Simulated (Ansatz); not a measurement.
# Heat carried by phonons in CdF2 (Fm-3m)

How well does the lattice of CdF2 conduct heat?

Measurements to reproduce:
- thermal conductivity 4.3 W/m/K near room temperature (given in “Predicting the lattice thermal conductivity of solids by solving the Boltzmann transport equation: AFLOW - AAPL an automated, accurate and efficient framework”, 2017, arXiv:1611.05481)

Program: Ansatz 0.2.0. Level of theory: DFT LDA, scalar-relativistic, plane waves, PAW; PAW set soft_1. Results are calculated unless marked as measured.

### Step 1. The starting structure

The structure is cubic, space group Fm-3m (No. 225). The conventional cell has a = 5.388 Å, b = 5.388 Å, c = 5.388 Å, α = 90.00°, β = 90.00°, γ = 90.00°. Cd has 8 F at 2.33 Å nearest. Nearest to F lie 4 Cd at 2.33 Å. Farther neighbours and most contacts between anions are not listed.

### Step 2. A first coarse run

A cheap single point shows whether the cell is a metal or an insulator and how far it is from rest; that sets the k-mesh and the occupations of what follows.

input.yaml

```yaml
crystal:
  lattice:
    - [0.0, 2.694, 2.694]
    - [2.694, 0.0, 2.694]
    - [2.694, 2.694, 0.0]
  atoms:
    - { symbol: Cd, position: [0.0, 0.0, 0.0] }
    - { symbol: F, position: [0.25, 0.25, 0.25] }
    - { symbol: F, position: [0.75, 0.75, 0.75] }
kpoints:
  mp_grid: { grid: [6, 6, 6] }
hamiltonian:
  xc: lda
  pseudopotentials: { kind: paw, azcp: { folder: soft_1 }, xc_functional: pbe }
scf:
  occupations: { method: gaussian, width: 0.1 }
  lower_state_search: "off"
output:
  forces: true
  stress: true
  eigenvalues: true
```

Run with:

```console
ansatz run input.yaml --threads 18 --pin off --max-ram 92160MiB --backend cuda --events-out ev --progress --plain --runs-dir out
```

Numbers of over 12 decimals in the logs are rounded to 6 here.

Log:

```text
Engine: ansatz 0.2.0, aarch64-unknown-linux-gnu
Pseudopotentials: kind: paw
Pseudopotential: Cd, paw, valence charge 20, recommended cutoff 420 eV (normal), soft_1/Cd.paw.azcp
Pseudopotential: F, paw, valence charge 7, recommended cutoff 420 eV (normal), soft_1/F.paw.azcp
Functional definition: SPW92
  exchange = slater_x
  correlation = pw_c
device memory: the entry about to start is reckoned to put 0.7 GiB on a device that reports 182.5 GiB free
GPU FFT provider: cuFFT
GPU libraries: cuBLAS 13.8.1, cuFFT 12.4.0, cuSOLVER 12.3.2
GPU matrix products: emulated (plane waves: as basis.precision tells), large ones in fixed point in workspaces of 1.00 GiB
Crystal: 3 atoms, lattice volume = 39.104 Å³
Basis set: ecut = 420 eV, 749 PW (Γ)
Bands: 21, of which v1, the nominal top of the filled ones, is band 17 counted from 1 (16 counted from 0)
Symmetry: 48 space group operations
Space group: Fm-3m (ITA 225), of the structure as read, at distance tolerance 3.4e-5 Å
k-points: 16 of 216
Non-local potential: Cd, projectors of the file, l = 0: 3, l = 1: 2, l = 2: 2, l = 3: 1
Non-local potential: F, projectors of the file, l = 0: 2, l = 1: 2, l = 2: 1
PAW form: soft (Blöchl's): semilocal exchange-correlation on the pseudo side does not see the compensation charge
PAW frozen core: Cd, regenerated for the run's functional, and the local potential with it (the file was generated under x = pbe(κ = 0.804, μ = 0.219515), c = pbe(β = 0.066725))
PAW frozen core: F, regenerated for the run's functional, and the local potential with it (the file was generated under x = pbe(κ = 0.804, μ = 0.219515), c = pbe(β = 0.066725))
PAW one-centre angular grid: Cd, 590 points (default); XC on 64 Gauss nodes
PAW one-centre angular grid: F, 110 points (default); XC on 64 Gauss nodes
Initial density: superposition of atomic densities (chi_scale 0.1, normalization cell, long waves kept (reshape's long-wave potential 0.00 eV rms))
Initial wavefunctions: pseudopotential atomic-orbital guess
GPU buffer pool allocated for 19683 grid points (all kernels)
GPU transforms: local potential and band sums: pruned to the plane-wave sphere, on 25×25×25
Functional: x = slater, c = lda
SCF iter   1: F=—  HF=-9712.072549 eV  |F-HF|=—  |Δ(HF+E_count)|=         —  Δρ=2.31e-1  dr2=1.78e1  ethr=3.10e-3  ⟨swp⟩=5.0  Hψ=1409  notcnv=0
preconditioner: auto → none  [insulator: Δε(μ)=1.723 eV  Ē_g=16.965 eV  σ=0.100 eV  W_gap=0.92  n_scr=14 (ndim 8)  ℏωp=30.3 eV  f_vac=0.099  D(μ)=0.25/eV (n_scr^D=0)  ε∞_Penn≈4.2]
SCF iter   2: F=—  HF=-9708.204712 eV  |F-HF|=—  |Δ(HF+E_count)|=    3.87e0  Δρ=1.57e-1  dr2=5.92e0  ethr=3.10e-3  ⟨swp⟩=3.9  Hψ=1006  notcnv=0
SCF iter   3: F=—  HF=-9706.381519 eV  |F-HF|=—  |Δ(HF+E_count)|=    1.82e0  Δρ=2.07e-2  dr2=7.84e-2  ethr=3.10e-3  ⟨swp⟩=2.9  Hψ=782  notcnv=0
SCF iter   4: F=—  HF=-9706.375271 eV  |F-HF|=—  |Δ(HF+E_count)|=   6.25e-3  Δρ=5.41e-3  dr2=3.47e-3  ethr=2.31e-4  ⟨swp⟩=2.9  Hψ=780  notcnv=0
SCF iter   5: F=—  HF=-9706.377872 eV  |F-HF|=—  |Δ(HF+E_count)|=   2.60e-3  Δρ=9.71e-4  dr2=2.33e-4  ethr=1.02e-5  ⟨swp⟩=2.8  Hψ=754  notcnv=0
SCF iter   6: F=—  HF=-9706.378035 eV  |F-HF|=—  |Δ(HF+E_count)|=   1.63e-4  Δρ=4.06e-4  dr2=4.37e-5  ethr=6.86e-7  ⟨swp⟩=2.0  Hψ=548  notcnv=0
SCF iter   7: F=—  HF=-9706.378286 eV  |F-HF|=—  |Δ(HF+E_count)|=   2.52e-4  Δρ=7.95e-5  dr2=1.95e-6  ethr=1.29e-7  ⟨swp⟩=2.2  Hψ=532  notcnv=0
SCF iter   8: F=-9706.378286 eV  HF=-9706.378286 eV  |F-HF|=5.09e-8  |Δ(HF+E_count)|=   5.33e-7  Δρ=1.42e-5  dr2=6.81e-8  ethr=2.94e-10  ⟨swp⟩=2.8  Hψ=1296  notcnv=0
SCF 1 converged in 8 iterations: F = -9706.378286 eV  dr2 = 6.81e-8
  greatest PAW one-centre occupation: 1.000 electrons in one spin orbital (limit 2), on the Cd atom at site 0 (counted from 0), in its partial waves of l = 0
SCF converged after 8 iterations
Free energy (F): -9706.378286 eV
Harris-Foulkes:  -9706.378286 eV  (|F-HF|=5.09e-8)
Internal energy: -9706.378286 eV  (E = F + TS)
E sigma→0 (E₀):  -9706.378286 eV
Fermi energy:    7.384925 eV
--- Per-component energies (eV) ---
  E_band       = -493.000190
  E_kinetic    = 832.301791
  E_local      = -4267.027918  (includes V_loc(G=0)·N_el)
  E_nonlocal   = 309.653860
  E_hartree    = 1865.670604
  E_xc         = -304.633560
  E_vxc        = -389.051688  (∫ρ·V_xc dr)
  E_paw        = -4349.481470  (= ΣΔE_a)
  E_vpaw       = -710.231631  (= ΣTr[D̂ρ^β])
  E_aug_tail   = 0.001968  (compensation charges beyond the density's cutoff)
  E_ewald      = -3793.856633
  E_core_change = 0.993073  (= ΣΔE_core)
  E_smearing   = -0.000000  (= −TS)
  E_closure    = -0.000000  (closes the sum)
  Σ components = -9706.378286   (vs F -9706.378286, Δ=0.00e0)
--- Forces (eV/Å), atoms counted from 1 ---
  atom   1  Cd     0.00000000     0.00000000    -0.00000000
  atom   2  F     -0.00000000    -0.00000000    -0.00000000
  atom   3  F     -0.00000000     0.00000000    -0.00000000
  max |Σ_I F_I| component: 1.39e-17 eV/Å
--- Stress (GPa, compression-positive) ---
       -5.677295      -0.000000      -0.000000
       -0.000000      -5.677295      -0.000000
        0.000000       0.000000      -5.677295
  P = ⅓ Tr σ = -5.6773 GPa (-56.773 kbar)
--- Band table (eV; the first three rows and the last of 16) ---
  k-point 0: bands = [... 13 lower, 4.9734, 5.5111, 5.5111, 5.5111, 8.7945, 18.2952, 18.2952, 18.2952]
  k-point 1: bands = [... 13 lower, 4.7933, 5.2483, 5.5239, 5.5239, 9.7868, 17.1825, 18.6995, 18.6995]
  k-point 2: bands = [... 13 lower, 4.3527, 4.3527, 5.5745, 5.5745, 11.6735, 15.7020, 19.6041, 19.6041]
  k-point 15: bands = [... 13 lower, 3.7319, 5.1287, 5.3800, 5.9666, 13.7814, 16.3555, 17.1399, 18.4900]
```

Wall time 1.9 s (1 × NVIDIA GB200 with 18 threads of Arm Neoverse V2, shared host); peak memory 1.1 GiB; 2 s of CPU time.

Reading the cycles: dr2 is the Hartree energy of the density residual (eV), the measure of convergence; HF is the Harris–Foulkes estimate of the energy, which meets the free energy F at convergence.

This step gave:

```
pressure          : -5.677 GPa
gap on the k-mesh : 2.828 eV
volume per atom   : 13.03 Å³/atom
```

The start is under -5.7 GPa at this level and looks like an insulator or semiconductor on this mesh.

### Step 3. Relaxation

Phonons are second derivatives about a minimum, so cell and atoms are relaxed first, inside the symmetry of the start.

input.yaml, the sections that differ from step 2:

```yaml
kpoints:
  mp_grid: { grid: [8, 8, 8] }
scf:
  occupations: { method: gaussian, width: 0.02 }
  lower_state_search: "off"
relax:
  adjacent_minimum: "off"
  f_tol: 0.005
  max_steps: 80
  cell: { stress_tol: 0.05 }
# crystal, hamiltonian, output: as in step 2
```

Log:

```text
[...]
Crystal: 3 atoms, lattice volume = 39.104 Å³
Basis set: ecut = 420 eV, 749 PW (Γ)
Bands: 21, of which v1, the nominal top of the filled ones, is band 17 counted from 1 (16 counted from 0)
Symmetry: 48 space group operations
[...]
k-points: 29 of 512
[...]
SCF iter   1: F=—  HF=-9712.072384 eV  |F-HF|=—  |Δ(HF+E_count)|=         —  Δρ=2.31e-1  dr2=1.78e1  ethr=3.10e-3  ⟨swp⟩=5.0  Hψ=2623  notcnv=0
[...]
SCF iter   2: F=—  HF=-9708.193318 eV  |F-HF|=—  |Δ(HF+E_count)|=    3.88e0  Δρ=1.56e-1  dr2=5.88e0  ethr=3.10e-3  ⟨swp⟩=3.9  Hψ=1829  notcnv=0
[...]
SCF iter   8: F=-9706.378162 eV  HF=-9706.378162 eV  |F-HF|=4.76e-8  |Δ(HF+E_count)|=   5.62e-7  Δρ=1.37e-5  dr2=6.48e-8  ethr=2.94e-10  ⟨swp⟩=3.0  Hψ=2857  notcnv=0
SCF 1 converged in 8 iterations: F = -9706.378162 eV  dr2 = 6.48e-8
[...]
relax step   1: F+E_penalty+E_count = -9706.37816193 eV  Δ(F+E_penalty+E_count) = +0.000e0 eV  max|allowed force component| = 4.626e-18 eV/Å  Δτ_max = 0.0000 Å  P = -5.676 GPa  Ω = 39.104 Å³  (8 SCF iters, dr2 threshold 1.00e-7 eV, accepted)
[...]
Crystal: 3 atoms, lattice volume = 37.238 Å³
Basis set: ecut = 420 eV, 725 PW (Γ)
[...]
iter 1 solved again at ethr=5.60e-5 eV; its pass at ethr=3.10e-3 eV (dr2=1.90e-2 eV) is discarded
[...]
SCF iter   2: F=—  HF=-9706.420496 eV  |F-HF|=—  |Δ(HF+E_count)|=   6.49e-3  Δρ=4.88e-3  dr2=3.89e-3  ethr=5.52e-5  ⟨swp⟩=2.9  Hψ=1093  notcnv=0
[...]
SCF iter   6: F=-9706.419338 eV  HF=-9706.419338 eV  |F-HF|=1.20e-9  |Δ(HF+E_count)|=   2.38e-7  Δρ=3.64e-6  dr2=2.99e-9  ethr=8.82e-10  ⟨swp⟩=5.0  Hψ=2640  notcnv=0
SCF 2 converged in 6 iterations: F = -9706.419338 eV  dr2 = 2.99e-9
relax step   2: F+E_penalty+E_count = -9706.41933815 eV  Δ(F+E_penalty+E_count) = -4.118e-2 eV  max|allowed force component| = 3.084e-17 eV/Å  Δτ_max = 0.0000 Å  P = +0.051 GPa  Ω = 37.238 Å³  energy of the carried Pulay correction = +6.944e-3 eV  (6 SCF iters, dr2 threshold 3.00e-7 eV, accepted)
[...]
Crystal: 3 atoms, lattice volume = 37.254 Å³
[...]
SCF iter   4: F=-9706.419280 eV  HF=-9706.419280 eV  |F-HF|=2.68e-9  |Δ(HF+E_count)|=   1.39e-8  Δρ=4.20e-6  dr2=3.84e-9  ethr=1.91e-11  ⟨swp⟩=4.0  Hψ=1997  notcnv=0
SCF 3 converged in 4 iterations: F = -9706.419280 eV  dr2 = 3.84e-9
relax step   3: F+E_penalty+E_count = -9706.41928024 eV  Δ(F+E_penalty+E_count) = +5.791e-5 eV  max|allowed force component| = 4.819e-17 eV/Å  Δτ_max = 0.0000 Å  P = -0.004 GPa  Ω = 37.254 Å³  energy of the carried Pulay correction = +6.883e-3 eV  (4 SCF iters, dr2 threshold 6.48e-9 eV, accepted)
[...]
relax step   4: F+E_penalty+E_count = -9706.41403711 eV  Δ(F+E_penalty+E_count) = +5.243e-3 eV  max|allowed force component| = 4.819e-17 eV/Å  Δτ_max = 0.0000 Å  P = -0.275 GPa  Ω = 37.254 Å³  stress off target by 2.75e-1 GPa  SCF on the basis re-selected at this cell (its energy is not comparable with the rows above)  (6 SCF iters)
[...]
relax step   5: F+E_penalty+E_count = -9706.41440277 eV  Δ(F+E_penalty+E_count) = -3.657e-4 eV  max|allowed force component| = 3.585e-17 eV/Å  Δτ_max = 0.0000 Å  P = +0.001 GPa  Ω = 37.174 Å³  energy of the carried Pulay correction = +2.980e-4 eV  (4 SCF iters, dr2 threshold 1.89e-7 eV, accepted)
[...]
SCF iter   1: F=—  HF=-9706.413763 eV  |F-HF|=—  |Δ(HF+E_count)|=         —  Δρ=1.79e-5  dr2=7.31e-8  ethr=2.19e-8  ⟨swp⟩=3.0  Hψ=4206  notcnv=0
[...]
SCF iter   2: F=—  HF=-9706.414110 eV  |F-HF|=—  |Δ(HF+E_count)|=   3.47e-4  Δρ=9.73e-6  dr2=1.07e-8  ethr=2.15e-10  ⟨swp⟩=2.4  Hψ=1020  notcnv=0
[...]
SCF iter   5: F=-9706.414110 eV  HF=-9706.414110 eV  |F-HF|=1.82e-12  |Δ(HF+E_count)|=    0.00e0  Δρ=1.81e-7  dr2=7.32e-12  ethr=1.00e-12  ⟨swp⟩=5.0  Hψ=2472  notcnv=0
SCF 6 converged in 5 iterations: F = -9706.414110 eV  dr2 = 7.32e-12
relax step   6: F+E_penalty+E_count = -9706.41411025 eV  Δ(F+E_penalty+E_count) = +2.925e-4 eV  max|allowed force component| = 4.260e-17 eV/Å  Δτ_max = 0.0000 Å  P = -0.006 GPa  Ω = 37.174 Å³  stress off target by 6.46e-3 GPa  SCF on the basis re-selected at this cell (its energy is not comparable with the rows above)  (5 SCF iters)
[...]
SCF converged after 5 iterations
Free energy (F): -9706.414110 eV
[...]
Internal energy: -9706.414110 eV  (E = F + TS)
E sigma→0 (E₀):  -9706.414110 eV
Fermi energy:    8.285414 eV
[...]
--- Stress (GPa, compression-positive) ---
       -0.006461      -0.000000      -0.000000
       -0.000000      -0.006461      -0.000000
       -0.000000      -0.000000      -0.006461
  P = ⅓ Tr σ = -0.0065 GPa (-0.065 kbar)
--- Band table (eV; the first three rows and the last of 29) ---
  k-point 0: bands = [... 13 lower, 5.6374, 6.3854, 6.3854, 6.3854, 9.7796, 19.3229, 19.3229, 19.3229]
  k-point 1: bands = [... 13 lower, 5.5439, 6.2314, 6.3765, 6.3765, 10.3942, 18.5972, 19.5790, 19.5790]
  k-point 2: bands = [... 13 lower, 5.2525, 5.6231, 6.3903, 6.3903, 11.7613, 17.4214, 20.2462, 20.2462]
  k-point 28: bands = [... 13 lower, 5.1272, 5.1272, 6.0475, 6.7909, 15.0259, 17.9864, 18.5379, 18.5379]
--- Relaxed structure (4 steps of the walk, 4 accepted, 2 SCFs on fresh bases) ---
  F+E_penalty+E_count = -9706.41411025 eV   max|allowed force component| = 4.260e-17 eV/Å   (the final SCF, on the basis selected at the relaxed cell)
  cell:  # Å, volume = 37.1744 Å³
    - [0, 2.648936, 2.648936]
    - [2.648936, 0, 2.648936]
    - [2.648936, 2.648936, 0]
  atoms:
    - { symbol: Cd, position: [0, 0, 0] }
    - { symbol: F, position: [0.25, 0.25, 0.25] }
    - { symbol: F, position: [0.750000, 0.750000, 0.750000] }
```

Elapsed: 3.9 s, on 1 × NVIDIA GB200 with 18 threads; peak memory 1.1 GiB.

Step by step:

```tsv
step	energy less that of the first step (eV)	largest force component (eV/Å)	pressure (GPa)	volume (Å³)
1	0.0000	0.0000	-5.68	39.10
2	-0.0412	0.0000	0.05	37.24
3	-0.0411	0.0000	0.00	37.25
4*	-0.0359	0.0000	-0.28	37.25
5	-0.0362	0.0000	0.00	37.17
6*	-0.0359	0.0000	-0.01	37.17
```

Relaxation steps marked * repeat the geometry before them on a plane-wave basis chosen anew for their cell, so energy and pressure can jump there.

The run keeps the 48 symmetry operations that it works with, so distortions that break them were not tested.

```tsv
conventional cell, symmetrised	before	after	change
a (Å)	5.388	5.298	-1.7 %
b (Å)	5.388	5.298	-1.7 %
c (Å)	5.388	5.298	-1.7 %
volume (Å³/atom)	13.03	12.39	-4.9 %
```

Final coordinates:

```xyz
3
Lattice="0.0000 2.6489 2.6489 2.6489 0.0000 2.6489 2.6489 2.6489 0.0000" Properties=species:S:1:pos:R:3 pbc="T T T"
Cd    0.0000    0.0000    0.0000
F     1.3245    1.3245    1.3245
F     3.9734    3.9734    3.9734
```

This step gave:

| Item | Value |
| --- | --- |
| pressure | -0.006461 GPa |
| gap on the k-mesh | 2.989 eV |
| volume per atom | 12.39 Å³/atom |

The relaxation ends with a pressure of -0.01 GPa.

### Step 4. Relaxing to small residual forces and stress

The thresholds are tightened for a last relaxation ahead of the phonons, and where mesh or smearing change with them the cell follows.

input.yaml, the sections that differ from step 3:

```yaml
crystal:
  lattice:
    - [0.0, 2.6489361669, 2.6489361669]
    - [2.6489361669, 0.0, 2.6489361669]
    - [2.6489361669, 2.6489361669, 0.0]
  atoms:
    - { symbol: Cd, position: [0.0, 0.0, 0.0] }
    - { symbol: F, position: [0.25, 0.25, 0.25] }
    - { symbol: F, position: [0.75, 0.75, 0.75] }
scf:
  occupations: { method: fixed }
  lower_state_search: "off"
relax:
  adjacent_minimum: "off"
  f_tol: 0.001
  max_steps: 60
  cell: { stress_tol: 0.01 }
# kpoints, hamiltonian, output: as in step 3
```

Log:

```text
[...]
GPU FFT provider: cuFFT
GPU libraries: cuBLAS 13.8.1, cuFFT 12.4.0, cuSOLVER 12.3.2
[...]
Crystal: 3 atoms, lattice volume = 37.174 Å³
Basis set: ecut = 420 eV, 725 PW (Γ)
Bands: 21, of which v1, the nominal top of the filled ones, is band 17 counted from 1 (16 counted from 0)
Symmetry: 48 space group operations
[...]
k-points: 29 of 512
[...]
--- Relaxed structure (1 steps of the walk, 1 accepted, 1 SCFs on fresh bases) ---
[...]
cell:  # Å, volume = 37.1744 Å³
    - [0.0, 2.6489361669, 2.6489361669]
    - [2.6489361669, 0.0, 2.6489361669]
    - [2.6489361669, 2.6489361669, 0.0]
  atoms:
    - { symbol: Cd, position: [0.0, 0.0, 0.0] }
    - { symbol: F, position: [0.25, 0.25, 0.25] }
    - { symbol: F, position: [0.75, 0.75, 0.75] }
[key lines of the parts left out:]
SCF converged after 6 iterations
Free energy (F): -9706.414110 eV
Fermi energy:    6.790943 eV
P = ⅓ Tr σ = -0.0064 GPa (-0.064 kbar)
```

Run time: 2 s. Hardware: 1 × NVIDIA GB200 with 18 threads; peak memory 1.1 GiB; 2.8 s of CPU time.

Little changed from the start: no atom moved by 0.005 Å and no cell edge by 0.1 %.

This step gave:

| Item | Value |
| --- | --- |
| pressure | -0.006449 GPa |

The residual pressure is -0.0064 GPa, small enough for phonons.

### Step 5. An input with a fault

This input was changed on purpose, to see how the program answers.

input.yaml, the sections that differ from step 4:

```yaml
scf:
  occupations: { method: fixed }
  lower_state_search: "off"
  max_iter: 80
output:
  eigenvalues: true
phonons:
  supercell: [2, 2, 2]
  dielectric: false
  third_order: { supercell: [2, 2, 2], pair_cutoff: 2.444 }
  lattice_thermal_conductivity:
    qmesh: [11, 11, 11]
    temperatures: [300]
    isotope_mass_variance:
      - { species: Cd, variance: -0.0001 }
      - { species: F, variance: -0.0001 }
# crystal, kpoints, hamiltonian: as in step 4
# relax: removed
```

Log:

```text
Error: 2 input errors — fix all and re-run
  1. invalid value for `phonons.lattice_thermal_conductivity.isotope_mass_variance[].variance`: must be finite and ≥ 0; got -0.0001
  2. invalid value for `phonons.lattice_thermal_conductivity.isotope_mass_variance[].variance`: must be finite and ≥ 0; got -0.0001
```

Run time: 0.04 s. Hardware: 18 threads; peak memory 0.035 GiB.

The input was rejected at the start.

The program's message: “Error: 2 input errors — fix all and re-run
  1. invalid value for `phonons.lattice_thermal_conductivity.isotope_mass_variance[].variance`: must be finite and ≥ 0; got -0.0001
  2. invalid value for `p …”

The fault put into the input: a negative mass variance.

(Continued in part 2 of 2.)

[Logs are printed without paths, hosts, clocks, repeated set-up lines and the standing remarks that a program may print on its own settings, such as how far it seeks lower states.]

[Hosts, paths, dates, database ids (printed as entryN), source tags and the programs' standing remarks are cut or masked in the printed files.]

[A step with changed settings may run another functional than the one named; its input shows which.]
